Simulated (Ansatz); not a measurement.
# TlBi (Pm-3m): a soft mode frozen in

Aim: this structure of TlBi (Pm-3m) is to be tested for unstable modes, and one is followed downhill.

Calculated with Ansatz 0.2.0; DFT PBEsol, scalar-relativistic, plane waves, PAW; PAW set soft_1.

Most raw output is cut from this account.

## Step 1: The starting structure

The structure is cubic, space group Pm-3m (No. 221). The conventional cell has a = 3.888 Å, b = 3.888 Å, c = 3.888 Å, α = 90.00°, β = 90.00°, γ = 90.00°. Nearest to Tl lie 8 Bi at 3.37 Å. Bi has 8 Tl at 3.37 Å nearest. Farther neighbours are not listed.

## Step 2: The dispersion

The cell comes from relaxations at this level that are not shown. Stability and thermal properties need the whole zone. Linear response on a 4×4×4 q mesh gives force constants as far as a supercell of that size would.

input.yaml reads:

```yaml
crystal:
  lattice:
    - [3.8875782353, 0.0, 0.0]
    - [0.0, 3.8875782353, 0.0]
    - [0.0, 0.0, 3.8875782353]
  atoms:
    - { symbol: Tl, position: [0.0, 0.0, 0.0] }
    - { symbol: Bi, position: [0.5, 0.5, 0.5] }
kpoints:
  mp_grid: { grid: [12, 12, 12] }
hamiltonian:
  xc: pbesol
  pseudopotentials: { kind: paw, azcp: { folder: soft_1 }, xc_functional: pbe }
scf:
  occupations: { method: methfessel_paxton, width: 0.2 }
output:
  eigenvalues: true
phonons:
  method: dfpt
  qmesh: [4, 4, 4]
  temperatures: { t_max: 1000, t_step: 50 }
  qpath:
    path:
      - [[0.0, 0.0, 0.0], [0.0, 0.5, 0.0], [0.5, 0.5, 0.0], [0.0, 0.0, 0.0], [0.5, 0.5, 0.5], [0.0, 0.5, 0.0]]
      - [[0.5, 0.5, 0.5], [0.5, 0.5, 0.0]]
    npoints: 10
```

The run is started by

```console
ansatz run input.yaml --threads 4 --pin off --max-ram 10240MiB --backend cpu --events-out ev --progress --plain --runs-dir out
```

Wall time 7.3 min (4 threads of Arm Neoverse V1, shared host); peak memory 2.7 GiB; 29 min of CPU time.

Numbers from this step:

| Property | Result |
| --- | --- |
| volume per atom | 29.38 Å³ |
| gap on the k-mesh | 0 eV |
| sum-rule residual before enforcement | 4.22e-5 eV/Å² |
| lowest frequency on the path | -26.77 cm⁻¹ |
| point group | m-3m |
| highest frequency on the path or at a solved wavevector | 78.74 cm⁻¹ |
| highest optical mode at the zone centre (no LO-TO term) | 67.39 cm⁻¹ |
| lowest optical zone-centre mode | 67.39 cm⁻¹ |
| lowest mode on the q mesh (acoustic modes at Γ apart) | -26.41 cm⁻¹ |

Frequencies (cm⁻¹) solved at each irreducible wavevector; negative means imaginary. Frequencies by wavevector, by row:

| q in reciprocal lattice units | star | mode 1 | mode 2 | mode 3 | mode 4 | mode 5 | mode 6 |
| --- | --- | --- | --- | --- | --- | --- | --- |
| 0 0 0 | 1 | 0 | 0 | 0 | 67.4 | 67.4 | 67.4 |
| 0 0 0.25 | 6 | 25.9 | 25.9 | 33.1 | 61.1 | 61.1 | 65.9 |
| 0 0 -0.5 | 3 | 38.4 | 47.6 | 47.6 | 50.1 | 50.1 | 62.2 |
| 0 0.25 0.25 | 12 | -19.4 | 25.1 | 31.1 | 55 | 60.7 | 69.4 |
| 0 0.25 -0.5 | 12 | -11.5 | 12.1 | 45.6 | 49.8 | 68.4 | 75.7 |
| 0 -0.5 -0.5 | 3 | -17.6 | -17.6 | 47 | 49.5 | 78.7 | 78.7 |
| 0.25 0.25 0.25 | 8 | -26.4 | 19.1 | 19.1 | 65.8 | 65.8 | 68.4 |
| 0.25 0.25 -0.5 | 12 | -15.7 | 16.4 | 37.8 | 56.4 | 68.4 | 72 |
| 0.25 -0.5 -0.5 | 6 | 21.7 | 25 | 25 | 54.4 | 74.8 | 74.8 |
| -0.5 -0.5 -0.5 | 1 | 45.5 | 45.5 | 45.5 | 61.5 | 61.5 | 61.5 |

Interpolated from a 4×4×4 q mesh. The phonon branches at the labelled points (cm⁻¹):

| point | branch 1 | branch 2 | branch 3 | branch 4 | branch 5 | branch 6 |
| --- | --- | --- | --- | --- | --- | --- |
| Γ | 0 | 0 | 0 | 67 | 67 | 67 |
| halfway | 26 | 26 | 33 | 61 | 61 | 66 |
| X | 38 | 48 | 48 | 50 | 50 | 62 |
| halfway | -12 | 12 | 46 | 50 | 68 | 76 |
| M | -18 | -18 | 47 | 50 | 79 | 79 |
| halfway | -19 | 25 | 31 | 55 | 61 | 69 |
| Γ | 0 | 0 | 0 | 67 | 67 | 67 |
| halfway | -26 | 19 | 19 | 66 | 66 | 68 |
| R | 46 | 46 | 46 | 62 | 62 | 62 |
| halfway | -16 | 16 | 38 | 56 | 68 | 72 |
| X | 38 | 48 | 48 | 50 | 50 | 62 |
| jump to R | 46 | 46 | 46 | 62 | 62 | 62 |
| halfway | 22 | 25 | 25 | 54 | 75 | 75 |
| M | -18 | -18 | 47 | 50 | 79 | 79 |

Symmetry leaves 10 wavevectors to solve. The lowest mode among them, the acoustic zeros apart, lies at q = (0.25, 0.25, 0.25) and is imaginary, 26.4i cm⁻¹, so the energy falls along it.

## Step 3: The mode frozen in, largest atomic shift 0 Å

The mode followed lies at q = (0.25, 0.25, 0.25) with frequency 26.4i cm⁻¹, the softest among the wavevectors solved. At small amplitude the distorted cell has space group no. 166 by a symmetry search on the positions. The undistorted cell that holds it gives the zero of energy on the same k mesh.

System of this step: TlBi. Symmetry: Pm-3m, No. 221, cubic system. The conventional cell has a = 3.888 Å, b = 3.888 Å, c = 3.888 Å, α = 90.00°, β = 90.00°, γ = 90.00°. Nearest to Tl lie 8 Bi at 3.37 Å. Nearest to Bi lie 8 Tl at 3.37 Å. Farther neighbours are not listed.

input.yaml reads:

```yaml
crystal:
  lattice:
    - [-3.8875782353, 0.0, 3.8875782353]
    - [-3.8875782353, 3.8875782353, 0.0]
    - [-7.7751564706, -3.8875782353, -3.8875782353]
  atoms:
    - { symbol: Tl, position: [0.75, 0.75, 0.75] }
    - { symbol: Tl, position: [0.5, 0.5, 0.5] }
    - { symbol: Tl, position: [0.25, 0.25, 0.25] }
    - { symbol: Tl, position: [1.0, 0.0, 1.0] }
    - { symbol: Bi, position: [0.875, 0.875, 0.375] }
    - { symbol: Bi, position: [0.625, 0.625, 0.125] }
    - { symbol: Bi, position: [0.375, 0.375, 0.875] }
    - { symbol: Bi, position: [0.125, 0.125, 0.625] }
kpoints:
  mp_grid: { grid: [9, 9, 9] }
hamiltonian:
  xc: pbesol
  pseudopotentials: { kind: paw, azcp: { folder: soft_1 }, xc_functional: pbe }
scf:
  occupations: { method: methfessel_paxton, width: 0.2 }
output:
  forces: true
  stress: true
  eigenvalues: true
```

Wall time 17 s (4 threads); peak memory 1.2 GiB; 67 s of CPU time.

This step gave:

```yaml
pressure: 0.02885 GPa
energy_from_the_undistorted_cell: 0 meV/atom
```

The run ends at a pressure of 0.03 GPa.

## Step 4: The mode frozen in, largest atomic shift 0.14 Å

The atoms are moved along the unstable eigenvector, the largest shift by 0.14 Å, with the cell fixed.

input.yaml, the sections that differ from step 3:

```yaml
crystal:
  lattice:
    - [-3.8875782353, 0.0, 3.8875782353]
    - [-3.8875782353, 3.8875782353, 0.0]
    - [-7.7751564706, -3.8875782353, -3.8875782353]
  atoms:
    - { symbol: Tl, position: [0.7479478329, 0.7479478329, 0.7561565012] }
    - { symbol: Tl, position: [0.5020521671, 0.5020521671, 0.4938434988] }
    - { symbol: Tl, position: [0.2520521671, 0.2520521671, 0.2438434988] }
    - { symbol: Tl, position: [0.9979478329, -0.0020521671, 1.0061565012] }
    - { symbol: Bi, position: [0.8698020958, 0.8698020958, 0.3905937127] }
    - { symbol: Bi, position: [0.625, 0.625, 0.125] }
    - { symbol: Bi, position: [0.3801979042, 0.3801979042, 0.8594062873] }
    - { symbol: Bi, position: [0.125, 0.125, 0.625] }
# kpoints, hamiltonian, scf, output: as in step 3
```

The job ended after 16 s (4 threads; peak memory 1.2 GiB).

This step gave:

```
pressure                         : 0.07958 GPa
energy from the undistorted cell : -0.169 meV/atom
```

The energy, extrapolated to zero smearing, is -0.17 meV/atom against the undistorted cell.

The run ends at a pressure of 0.08 GPa, with forces up to 0.028 eV/Å.

## Step 5: Energy along the mode, all amplitudes (two of the runs are shown above)

An imaginary frequency means negative curvature, so the energy should fall and then rise again as anharmonic terms take over.

This step gave:

| Quantity | Value |
| --- | --- |
| depth at the lowest point sampled | 0.169 meV/atom |
| largest atomic shift at that point | 0.14 Å |

Energy from the parent against largest atomic shift:

| largest atomic shift (Å) | energy from the parent (meV/atom) |
| --- | --- |
| 0.000 | 0 |
| 0.040 | -0.031 |
| 0.080 | -0.109 |
| 0.140 | -0.169 |
| 0.220 | 0.38 |
| 0.320 | 2.83 |
| 0.450 | 9.86 |

Displacement at unit largest shift by atom:

| atom | x (Å) | y (Å) | z (Å) | size |
| --- | --- | --- | --- | --- |
| Tl1 | -0.228 | -0.228 | -0.228 | 0.395 |
| Tl2 | 0.228 | 0.228 | 0.228 | 0.395 |
| Tl3 | 0.228 | 0.228 | 0.228 | 0.395 |
| Tl4 | -0.228 | -0.228 | -0.228 | 0.395 |
| Bi5 | -0.577 | -0.577 | -0.577 | 0.999 |
| Bi6 | 0.000 | 0.000 | 0.000 | 0.000 |
| Bi7 | 0.577 | 0.577 | 0.577 | 0.999 |
| Bi8 | 0.000 | 0.000 | 0.000 | 0.000 |

The lowest of the steps tried is at 0.14 Å, 0.169 meV/atom below the parent; the bottom of the well need not coincide with a step.

## Step 6: Relaxing from the distorted cell

Starting from the lowest point found, all atoms and the cell are let go, so that strain and other modes of the same symmetry can join in.

Edit input.yaml of step 4 so:

```diff
@@ -25 +25,6 @@
   eigenvalues: true
+relax:
+  adjacent_minimum: "off"
+  f_tol: 0.002
+  max_steps: 120
+  cell: { stress_tol: 0.03 }
```

Wall time 2.1 min (4 threads); peak memory 1.3 GiB.

The steps of the relaxation:

| step | energy less that of the first step (eV) | largest force component (eV/Å) | pressure (GPa) | volume (Å³) |
| --- | --- | --- | --- | --- |
| 1 | 0.0000 | 0.0159 | 0.08 | 235.02 |
| 2 | -0.0027 | 0.0048 | -0.02 | 235.52 |
| 3 | -0.0029 | 0.0024 | 0.01 | 235.37 |
| 4 | -0.0029 | 0.0022 | 0.00 | 235.46 |
| 5 | -0.0030 | 0.0016 | 0.01 | 235.49 |
| 6 | -0.0030 | 0.0002 | 0.00 | 235.51 |
| 7* | -0.0030 | 0.0002 | 0.00 | 235.51 |

Relaxation steps marked * repeat the geometry before them on a plane-wave basis chosen anew for their cell, so energy and pressure can jump there.

The run keeps the 12 symmetry operations that it works with, so distortions that break them were not tested.

| conventional cell, symmetrised | before | after | change |
| --- | --- | --- | --- |
| a (Å) | 5.498 | 5.483 | -0.3 % |
| b (Å) | 5.498 | 5.483 | -0.3 % |
| c (Å) | 26.934 | 27.140 | +0.8 % |
| volume (Å³/atom) | 29.38 | 29.44 | +0.2 % |

The atoms that moved most (Å, as changes of fractional coordinates times the final cell):

| atom | dx | dy | dz | length |
| --- | --- | --- | --- | --- |
| Bi5 | -0.009 | -0.009 | -0.009 | 0.015 |
| Bi7 | 0.009 | 0.009 | 0.009 | 0.015 |
| Tl2 | 0.008 | 0.008 | 0.008 | 0.014 |
| Tl1 | -0.008 | -0.008 | -0.008 | 0.014 |
| Tl4 | -0.005 | -0.005 | -0.005 | 0.009 |
| Tl3 | 0.005 | 0.005 | 0.005 | 0.009 |

Numbers from this step:

```
pressure        : -1.08e-4 GPa
volume per atom : 29.44 Å³
```

The distorted start has space group R-3m; the relaxation ends in R-3m.

## Step 7: The new phase in its own primitive cell

The relaxed structure is symmetrised, reduced to its primitive cell and relaxed tightly, as its phonons need.

input.yaml, the sections that differ from step 6:

```yaml
crystal:
  lattice:
    - [2.7413406684, 1.5827137728, 9.0468285393]
    - [-2.7413406684, 1.5827137728, 9.0468285393]
    - [0.0, -3.1654275457, 9.0468285393]
  atoms:
    - { symbol: Tl, position: [0.1224164636, 0.1224164636, 0.1224164636] }
    - { symbol: Tl, position: [0.8775835364, 0.8775835364, 0.8775835364] }
    - { symbol: Tl, position: [0.6273744923, 0.6273744923, 0.6273744923] }
    - { symbol: Tl, position: [0.3726255077, 0.3726255077, 0.3726255077] }
    - { symbol: Bi, position: [0.2442549335, 0.2442549335, 0.2442549335] }
    - { symbol: Bi, position: [0.0, 0.0, 0.0] }
    - { symbol: Bi, position: [0.7557450665, 0.7557450665, 0.7557450665] }
    - { symbol: Bi, position: [0.5, 0.5, 0.5] }
relax:
  adjacent_minimum: "off"
  f_tol: 0.001
  max_steps: 60
  cell: { stress_tol: 0.01 }
# kpoints, hamiltonian, scf, output: as in step 6
```

It took 39 s on 4 threads; peak memory 1.3 GiB; 2.5 min of CPU time.

Little changed from the start: no atom moved by 0.005 Å and no cell edge by 0.1 %.

This step gave:

| Property | Result |
| --- | --- |
| pressure | -1.10e-4 GPa |

The largest force component left is 0.27 meV/Å and the pressure is 0.000 GPa, within the tolerances set. The cell now holds 29.44 Å³/atom.

## Step 8: Modes of the new phase, k-mesh 9×9×9

A relaxed structure may still be a saddle point, so its zone-centre modes are computed. No field response is asked, since the mesh shows no gap.

Edit input.yaml of step 7 so:

```diff
@@ -22,9 +22,4 @@
 output:
-  forces: true
-  stress: true
   eigenvalues: true
-relax:
-  adjacent_minimum: "off"
-  f_tol: 0.001
-  max_steps: 60
-  cell: { stress_tol: 0.01 }
+phonons:
+  method: dfpt
```

Run time: 44 min. Hardware: 4 threads; peak memory 7 GiB.

The run was cut off at the time limit after its SCF cycle had converged; no result of it is taken.

The program's message: “Warning:”

## Step 9: Results

```
unstable mode of the parent                                                      : q = (0.25, 0.25, 0.25), 26i cm⁻¹
depth at the lowest point sampled                                                : 0.169 meV/atom
largest atomic shift at that point                                               : 0.14 Å
space group reached (within 0.01 Å)                                              : R-3m
energy gained over the parent (first relaxation, on the mesh of the frozen mode) : 0.590 meV/atom
volume per atom, phase reached                                                   : 29.4 Å³
```

**Reading.** Along this mode the structure falls into R-3m, 0.590 meV/atom below the parent. At the parent's cell the well is 0.169 meV/atom deep on the steps tried, with its lowest point at a shift of 0.14 Å. Relaxing atoms and cell changes the gain by +0.42 meV/atom against the lowest step (energies at zero smearing). Most of the total comes from this relaxation. The modes of the phase reached were not computed on this path. How so shallow a well moves with the k mesh was not tested. Of the 2 patterns followed to their end from this parent, this one ends 79.7 meV/atom above the lowest, Pmma. Each path keeps the symmetry of its pattern, so a lower phase may lie along a pattern not tried. With no gap, or one that is small against the smearing, the frequencies hang on the k mesh and the smearing, most of all near Kohn anomalies. Spin-orbit coupling is left out, which can matter for the heavy elements here. The PAW files were made for PBE and serve the other functionals too.

[Logs are printed without paths, hosts, clocks, repeated set-up lines and the standing remarks that a program may print on its own settings, such as how far it seeks lower states.]

[Hosts, paths, dates, database ids (printed as entryN), source tags and the programs' standing remarks are cut or masked in the printed files.]
